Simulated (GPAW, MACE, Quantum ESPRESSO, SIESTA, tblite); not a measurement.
# Predicting plane-wave site energies from SIESTA DZP, PBE: a vacancy of Ge in Σ5 (001) twist boundary in Ge (77 atoms)

The cell holds 77 atoms: 77 Ge. Its edges and angles: a = 8.946 Å, b = 8.946 Å, c = 22.565 Å, α = 90.0°, β = 90.0°, γ = 90.0°. It derives from Ge (diamond-structure). Diamond-structure Ge (a = 5.658 Å); two grains turned against each other by 36.87 deg about [001]; 1 x 1 coincidence cells, 2 lattice periods a grain, two boundaries a cell, upper grain shifted by [0.031, 0.71] of the boundary cell and opened by 0.2 Å, one atom of each pair nearer than 2.009 Å removed; minimised with a classical potential (one cell length free). Then the atoms were relaxed with MACE MP-0b3 medium in the fixed cell. Regions: lower grain, 40 atoms (40 Ge); upper grain, 37 atoms (37 Ge).

Calculated with Quantum ESPRESSO 7.5: PBE; plane waves, SSSP efficiency, 45/360 Ry; k-points Γ. The cheaper level is PBE; DZP orbitals, shift 0.01 Ry, mesh 300 Ry; k-points Γ. Each row is one cell with a vacancy of Ge, relaxed with MACE MP-0b3 medium; both levels solve the same cells, and energies are counted from site Ge5 at each level.

| energy from SIESTA DZP, PBE (eV) | energy from plane waves (eV) | site |
| --- | --- | --- |
| 0.000 | 0 | Ge5 |
| 0.214 | 0.5017 | Ge76 |
| 1.736 | 2.149 | Ge29 |
| 1.975 | ? | ? |
| 2.031 | 2.651 | Ge65 |

Task: Fit a straight line to the rows given and interpolate to the withheld row.

**Working.**

Take u as the energy from SIESTA DZP, PBE and v as that from plane waves.

| u (eV) | v (eV) |
| --- | --- |
| 0 | 0 |
| 0.213757 | 0.501726 |
| 1.73634 | 2.14916 |
| 2.03134 | 2.65088 |

With n = 4: mean u = 0.995359, mean v = 1.32544, Σ(u − ū)² = 3.2240, Σ(u − ū)(v − v̄) = 3.9466. Slope b = 3.9466 / 3.2240 = 1.2242; intercept a = v̄ − b ū = 0.10697.

At the withheld site u = 1.975, and v = a + b u.

Prediction at 1.975: 2.524 eV. The run gave 2.530 eV, so the fit is low by 0.0054 eV (0.21 % of the value).

The slope of 1.2 says that SIESTA DZP, PBE compresses the spread of the sites. Taken as it stands, without the line, its value misses the withheld site by 0.55 eV. Among the rows given, the largest miss of the fit is at 0.214, by 0.13 eV (5.0 % of the range of the table).

Limits: Few sites, one cell. The geometries are those of MACE MP-0b3 medium, not of DFT.

[Hosts, paths, dates, database ids (printed as entryN), source tags and the programs' standing remarks are cut or masked in the printed files.]
